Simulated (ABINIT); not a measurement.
# Calculated records

```
Quasiparticle gap of NaCl (Fm-3m) in ABINIT
1.0
     0.00000    2.81000    2.81000
     2.81000    0.00000    2.81000
     2.81000    2.81000    0.00000
Na Cl
1 1
Direct
  0.00000 0.00000 0.00000
  0.50000 0.50000 0.50000
# method: RPA screening on PBE, plane waves, norm-conserving pseudopotentials (and 2 further levels or steps)
# program: ABINIT 10.8.3
# settings: cutoff 38 Ha, PseudoDojo scalar-relativistic 0.4.1 standard, norm-conserving, ngkpt (4, 4, 4), nband 26, ecuteps 3.2 Ha, inclvkb 2, shiftk (0, 0, 0), symchi 1, awtr 1, frequency ppm, 4×4×4 k-mesh
# cost: 5 runs, 67 s in all on 4 MPI ranks of AMD EPYC 7571, shared host
# notes: The database entry behind the starting cell differs from other determinations of this structure. The cell and positions come from the Crystallography Open Database and are kept as given unless a step says otherwise. The 4×4×4 mesh is coarse for this cell, which bears on the long-range parts of exchange and screening.
# PBE gap: 5.15 eV, direct
# G0W0 gap on the mesh: 7.92 eV
# GW settings: 4×4×4 mesh, 26 bands, screening to 87.1 eV, Godby-Needs plasmon pole
# known limits: short of the basis limit; coarse k mesh
```

[Long decimals in the printed logs are rounded to 6 places.]

[Logs are printed without paths, hosts, clocks, repeated set-up lines and the standing remarks that a program may print on its own settings, such as how far it seeks lower states.]

[Paths, hosts, dates, memory and timing lines, banners, echoed tables and standing remarks are left out of the program output; an Ansatz launch command may be rebuilt from the run's recorded settings. Measured values are a selection of at most five: reports struck by readers or far from the other reports are left out. None is set beside runs whose start may be inverted or whose files or cutoffs have a known fault.]

[Runs of the session that timed out or met a known fault of the program may be left out.]

[Hosts, paths, dates, database ids (printed as entryN), source tags and the programs' standing remarks are cut or masked in the printed files.]

[G0W0 gaps are taken among the corrected bands and points alone; a level outside them can change the order at an edge.]

[Where Ansatz stands beside ABINIT at settings called matched, ABINIT's density can come from a denser mesh and the files from another edition; pairs whose starting gaps differed by over 0.03 eV were left out, so agreement reads better than it is.]
